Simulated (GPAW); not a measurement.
```
How the form of the self-energy moves the gap of BaLiF3 (Pm-3m)
1.0
     3.98858    0.00000    0.00000
     0.00000    3.98858    0.00000
     0.00000    0.00000    3.98858
Ba Li F
1 1 3
Direct
  0.00000 0.00000 0.00000
  0.50000 0.50000 0.50000
  0.00000 0.50000 0.50000
  0.50000 0.50000 0.00000
  0.50000 0.00000 0.50000
# method: DFT, LDA, plane waves, PAW (and 3 further levels or steps)
# program: GPAW 26.7.0
# settings of one run: cutoff 600 eV, GPAW PAW setups 1.2.1 data release, 4×4×4 k-mesh, nbands 301
# cost: 6 runs, 6.2 min in all on 4 MPI ranks of Arm Neoverse V1, shared host (the runs of this entry)
# notes: The cell and positions are those that the Materials Project relaxed with its own functionals (PBE, PBE+U or r2SCAN), kept fixed. Limits: no spin-orbit coupling. Bands and cutoff are finite, so the gap is not at the basis limit. The miss can reach some tenths of an eV and take either sign; the mesh is an error of its own. The 4×4×4 mesh is coarse for this cell, which bears on the long-range parts of exchange and screening.
# G0W0, Godby-Needs plasmon pole: 9.782 eV
# one-shot HSE06: 9.164 eV
# G0W0, extrapolated in the cutoff: 9.828 eV
# one-shot PBE0: 9.953 eV
# G0W0, full frequency, Hilbert transform: 9.792 eV
# known limits: not at the basis limit; no spin-orbit coupling; coarse k mesh
```

[Paths, hosts, dates, memory and timing lines, banners, echoed tables and standing remarks are left out of the program output.]

[Logs are printed without paths, hosts, clocks, repeated set-up lines and the standing remarks that a program may print on its own settings, such as how far it seeks lower states.]

[Runs of the session that timed out or met a known fault of the program may be left out.]

[No measured gap is set beside runs whose start may be inverted or whose files or cutoffs have a known fault.]

[Hosts, paths, dates, database ids (printed as entryN), source tags and the programs' standing remarks are cut or masked in the printed files.]
